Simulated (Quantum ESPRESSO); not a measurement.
# Calculated records

**E(M) of CaMn2As2**

It takes space group P-3m1 (No. 164, trigonal). Conventional cell: a = 4.000 Å, b = 4.000 Å, c = 6.996 Å, α = 90.00°, β = 90.00°, γ = 120.00°. Nearest to Ca lie 6 As at 2.99 Å. Mn has 4 As at 2.41 to 2.44 Å nearest. Nearest to As lie 4 Mn at 2.41 to 2.44 Å and 3 Ca at 2.99 Å. Farther neighbours are not listed.

```
method                                              : PBEsol; plane waves with GBRV 1.5 PBEsol potentials, no spin-orbit coupling (and 1 further level or step)
program                                             : Quantum ESPRESSO 7.5
settings of one run                                 : GBRV 1.5 PBEsol, cutoff 544.23 eV, 8×8×4 k-mesh, 38 bands, fermi-dirac occupations, smearing width 0.1 eV, collinear spin, SCF threshold 1.00e-8, starting moments 0 3.5 3.5 0 0 μB
cost                                                : 12 runs, 16 min in all on 2 MPI ranks of Intel Xeon 6975P-C (Granite Rapids), shared host (the runs of this entry)
notes                                               : The run is spin-polarised, with a total moment of 5.25 μB a cell (absolute 5.84). All runs start parallel; opposed orders may lie lower.
moment of the free run                              : 5.25 μB a cell
energy at zero total moment                         : 843 meV a cell over the lowest
ΔE/ΔM² from the lowest point to 5.67 and to 4.96 μB : 74 and 76 meV/μB²
```

At zero total moment the site moments vanish, so the 843 meV a cell is the energy of forming them. The points show one minimum alone.

[Logs and program files are shortened in this print: banners, set-up blocks, solver, clock and traceback lines can be left out without a mark of their own.]

[Logs are printed without paths, hosts, clocks, repeated set-up lines and the standing remarks that a program may print on its own settings, such as how far it seeks lower states.]

[Hosts, paths, dates, database ids (printed as entryN), source tags and the programs' standing remarks are cut or masked in the printed files.]

[Where a cell is said to come from a database of computed structures, the database is the Materials Project.]
